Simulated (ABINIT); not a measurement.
# Quasiparticle gap of SrTiO3 (Tausonite) in ABINIT, part 2 of 2

Aim: the G0W0 gap of SrTiO3 (Tausonite) on PBE, step by step.

ABINIT 10.8.3; PBE and many-body steps on it, plane waves. Known limits of the many-body steps: not at the basis limit; no spin-orbit coupling; coarse k mesh.

So far. Step 3 (Empty states on the mesh, 4×4×4 mesh, 184 bands): On this mesh the gap is 1.908 eV. Step 4 (Screening, 4×4×4 mesh, 176 bands, screening to 163.3 eV): Local fields lower ε∞ by 5 %. On a Γ-centred mesh this coarse the value itself is usually too large, while a short band sum pulls it down.

### Step 5. Self-energy, 4×4×4 mesh, 176 bands, screening to 163.3 eV

The self-energy is evaluated for the states that the input lists, and the levels follow from it, in one-shot runs by the linearised quasiparticle equation.

This step: G0W0 on PBE, plane waves, norm-conserving pseudopotentials.

Input file run.abi:

```
acell 3*1.0 Angstrom
rprim 
  3.905280000000 0.000000000000 0.000000000000
  0.000000000000 3.905280000000 0.000000000000
  0.000000000000 0.000000000000 3.905280000000
ntypat 3
znucl 38 22 8
natom 5
typat 1 2 3 3 3
xred 
  0.500000000000 0.500000000000 0.500000000000
  0.000000000000 0.000000000000 0.000000000000
  0.500000000000 0.000000000000 0.000000000000
  0.000000000000 0.500000000000 0.000000000000
  0.000000000000 0.000000000000 0.500000000000
pp_dirpath "pseudos"
pseudos "Sr.upf, Ti.upf, O.upf"
ecut 38
ngkpt 4 4 4
nshiftk 1
shiftk 0 0 0
kptopt 1
chksymbreak 0
istwfk *1
occopt 1
irdwfk 1
optdriver 4
nband 176
gwcalctyp 0
ecutsigx 38
symsigma 1
nkptgw 2
kptgw 
  0.5000000000 0.5000000000 0.5000000000
  0.0000000000 0.0000000000 0.0000000000
bdgw 
  18 23
  18 23
ecuteps 6
irdscr 1
ppmodel 1
indata_prefix "in"
outdata_prefix "out"
tmpdata_prefix "tmp"
```

Command:

```
OMP_NUM_THREADS=1 mpirun -n 8 abinit run.abi > log
```

Numbers of over 12 decimals in the logs are rounded to 6 here.

The log of the run:

```text
.Version 10.8.3 of ABINIT. v10.8.2 released Aug 2026.

 Symmetries : space group Pm -3 m (#221); Bravais cP (primitive cubic)
[... echo of the input left out ...]
== DATASET  1 ==================================================================
-   mpi_nproc: 8, omp_nthreads: 1 (-1 if OMP is not activated)

--- !DatasetInfo
iteration_state: {dtset: 1, }
dimensions: {natom: 5, nkpt: 10, mband: 176, nsppol: 1, nspinor: 1, nspden: 1, mpw: 4632, }
cutoff_energies: {ecut:  38.0, pawecutdg:  -1.0, }
electrons: {nelect:   4.00000000E+01, charge:   0.00000000E+00, occopt:   1.00000000E+00, tsmear:   1.00000000E-02, }

 SIGMA: Calculation of the GW corrections

 Based on a program developped by R.W. Godby, V. Olevano, G. Onida, and L. Reining.
 Incorporated in ABINIT by V. Olevano, G.-M. Rignanese, and M. Torrent.
.Using double precision arithmetic ; gwpc =  8

[... cell and pseudopotentials left out ...]
--------------------------------------------------------------------------------

 ==== K-mesh for the wavefunctions ====
 Number of points in the irreducible wedge :    10
[... list of points left out ...]
 Together with 48 symmetry operations and time-reversal symmetry
 yields    64 points in the full Brillouin Zone.

 ==== Q-mesh for screening function ====
 Number of points in the irreducible wedge :    10
[... list of points left out ...]
 Together with 48 symmetry operations and time-reversal symmetry
 yields    64 points in the full Brillouin Zone.

 vcoul_init : cutoff-mode = AUXILIARY_FUNCTION
 q-points for optical limit:   1
     1)      0.000010    0.000020    0.000030
 setmesh: FFT mesh size selected  =    45x   45x   45
          total number of points  =        91125

 Number of electrons calculated from density =   40.0000; Expected =   40.0000
 average of density, n =  0.099519
 r_s =    1.3387
 omega_plasma =   30.4305 [eV]

 === KS Band Gaps ===
  >>>> For spin  1
   Minimum direct gap =   2.2628 [eV], located at k-point      :   0.0000  0.0000  0.0000
   Fundamental gap    =   1.9077 [eV], Top of valence bands at :   0.5000  0.5000  0.5000
                                       Bottom of conduction at :   0.0000  0.0000  0.0000
 SIGMA fundamental parameters:
 PLASMON POLE MODEL  1
 number of plane-waves for SigmaX                 4457
 number of plane-waves for SigmaC and W            257
 number of plane-waves for wavefunctions          4457
 number of bands                                   176
 number of independent spin polarizations            1
 number of spinorial components                      1
 number of k-points in IBZ                          10
 number of q-points in IBZ                          10
 number of symmetry operations                      48
 number of k-points in BZ                           64
 number of q-points in BZ                           64
 number of frequencies for dSigma/dE                 9
 frequency step for dSigma/dE [eV]                0.25
 number of omega for Sigma on real axis              0
 max omega for Sigma on real axis  [eV]           0.00
 zcut for avoiding poles [eV]                     0.10

 EPSILON^-1 parameters (SCR file):
 dimension of the eps^-1 matrix on file            257
 dimension of the eps^-1 matrix used               257
 number of plane-waves for wavefunctions          4457
 number of bands                                   176
 number of q-points in IBZ                          10
 number of frequencies                               2
 number of real frequencies                          1
 number of imag frequencies                          1

 matrix elements of self-energy operator (all in [eV])

 Perturbative Calculation

--- !SelfEnergy_ee
iteration_state: {dtset: 1, }
kpoint     : [   0.500,    0.500,    0.500, ]
spin       : 1
KS_gap     :    4.517
QP_gap     :    6.394
Delta_QP_KS:    1.877
data: !SigmaeeData |
     Band     E0 <VxcDFT>   SigX SigC(E0)      Z dSigC/dE  Sig(E)    E-E0       E
       18   6.925 -20.195 -25.189   4.793   0.769  -0.301 -20.349  -0.155   6.771
       19   6.925 -20.195 -25.189   4.793   0.769  -0.301 -20.349  -0.155   6.771
       20   6.925 -20.195 -25.189   4.793   0.769  -0.301 -20.349  -0.155   6.771
       21  11.442 -21.983 -12.959  -6.680   0.735  -0.361 -20.261   1.723  13.165
       22  11.442 -21.983 -12.959  -6.680   0.735  -0.361 -20.261   1.723  13.165
       23  11.442 -21.983 -12.959  -6.680   0.735  -0.361 -20.261   1.723  13.165

--- !SelfEnergy_ee
iteration_state: {dtset: 1, }
kpoint     : [   0.000,    0.000,    0.000, ]
spin       : 1
KS_gap     :    2.263
QP_gap     :    3.838
Delta_QP_KS:    1.575
data: !SigmaeeData |
     Band     E0 <VxcDFT>   SigX SigC(E0)      Z dSigC/dE  Sig(E)    E-E0       E
       18   6.570 -20.542 -25.366   4.610   0.773  -0.293 -20.708  -0.166   6.405
       19   6.570 -20.542 -25.366   4.610   0.773  -0.293 -20.708  -0.166   6.405
       20   6.570 -20.542 -25.366   4.610   0.773  -0.293 -20.708  -0.166   6.405
       21   8.833 -18.883 -11.450  -5.631   0.782  -0.278 -17.473   1.410  10.242
       22   8.833 -18.883 -11.450  -5.631   0.782  -0.278 -17.473   1.410  10.242
       23   8.833 -18.883 -11.450  -5.631   0.782  -0.278 -17.473   1.410  10.242

== END DATASET(S) ==============================================================
================================================================================

 -outvars: echo values of variables after computation  --------
           etotal      0.0000000000E+00
            nband         176
             nkpt          10
          spgroup         221
 [... the other variables as echoed above ...]

 Calculation completed.
```

Wall time 20 s (8 MPI ranks of Intel Xeon Platinum 8375C at 2.90GHz (Ice Lake), shared host); peak memory 2.1 GiB.

This step gave:

```yaml
g0w0_gap_on_the_points_computed: 3.471 eV
starting_gap_on_the_mesh: 1.908 eV
k_of_the_valence_top: 0.5, 0.5, 0.5
k_of_the_conduction_bottom: 0, 0, 0
z_at_the_valence_top: 0.769
z_at_the_conduction_bottom: 0.782
least_direct_g0w0_gap_on_the_computed_points: 3.837 eV
```

The gap on the mesh goes from 1.91 eV to 3.47 eV, a correction of +1.56 eV.

Limits: finite bands, cutoff and mesh; no spin-orbit coupling; coarse k mesh. v1 is the top filled band, c1 the lowest empty one. Levels before and after the correction, in eV, zero at the valence-band top of each column:

```tsv
	conduction bottom	valence top
Kohn-Sham	1.91	0.00
G0W0	3.47	0.00
```

```tsv
	level	energy (eV)
Kohn-Sham	(0.5 0.5 0.5) v3-v1	0.000
Kohn-Sham	(0.5 0.5 0.5) c1-c3	4.517
Kohn-Sham	Γ v3-v1	-0.355
Kohn-Sham	Γ c1-c3	1.908
G0W0	(0.5 0.5 0.5) v3-v1	0.000
G0W0	(0.5 0.5 0.5) c1-c3	6.394
G0W0	Γ v3-v1	-0.366
G0W0	Γ c1-c3	3.471
```

### Step 6. Where the time went

Times are wall times on 8 MPI ranks of Intel Xeon Platinum 8375C at 2.90GHz (Ice Lake), shared host, good to a factor of about two.

```tsv
step	time	share	memory (GiB)
ground state	54 s	12 %	0.74
empty states on the mesh	3.7 min	49 %	9.2
screening	2.6 min	34 %	2.4
self-energy	20 s	4 %	2.1
```

### Step 7. What came out

- PBE gap: 1.91 eV, indirect
- G0W0 gap on the mesh: 3.47 eV
- GW settings: 4×4×4 mesh, 176 bands, screening to 163.3 eV, Godby-Needs plasmon pole
- known limits: not at the basis limit; no spin-orbit coupling; coarse k mesh

In words: G0W0 moves the gap on the mesh from 1.91 eV to 3.47 eV (+1.56 eV), with Z of 0.77 and 0.78 at the edges. Local fields lower the RPA ε∞ on this mesh from 6.77 to 6.40; a Γ-centred mesh this coarse tends to raise both, most where the direct gap is narrow, while a short band sum lowers them. Only 2 of the mesh's irreducible points were corrected, so a valley elsewhere could overtake. Against experiment, by G0W0@PBE: the direct gap of 3.84 eV lies +0.07 eV from the measured 3.77 eV (direct, 300 K, 2013). An exciton line or allowed optical edge lies below the quasiparticle gap by the binding energy; a forbidden edge can push the onset above it. The calculation has static nuclei and no excitons; a measured gap holds zero-point and thermal motion, which mostly lowers it. Bands and cutoff are finite, so the gap is not at the basis limit. The miss can reach some tenths of an eV and take either sign; the mesh is an error of its own. In the G0W0 run levels were corrected at 2 k points alone, so a gap called «on the mesh» is the least over those, and an edge elsewhere would be missed. The 4×4×4 mesh is coarse for this cell, which bears on the long-range parts of exchange and screening. This is the ideal cubic cell; many perovskites, halides above all, are cubic only on average, and local tilts or off-centring can widen the gap. The many-body steps are scalar-relativistic: spin-orbit coupling is not in them.

[Paths, hosts, dates, memory and timing lines, banners, echoed tables and standing remarks are left out of the program output.]

[Logs are printed without paths, hosts, clocks, repeated set-up lines and the standing remarks that a program may print on its own settings, such as how far it seeks lower states.]

[Runs of the session that timed out or met a known fault of the program may be left out.]

[Hosts, paths, dates, database ids (printed as entryN), source tags and the programs' standing remarks are cut or masked in the printed files.]

[G0W0 gaps are taken among the corrected bands and points alone; a level outside them can change the order at an edge.]

[Where Ansatz stands beside ABINIT at settings called matched, ABINIT's density can come from a denser mesh and the files from another edition; pairs whose starting gaps differed by over 0.03 eV were left out, so agreement reads better than it is.]
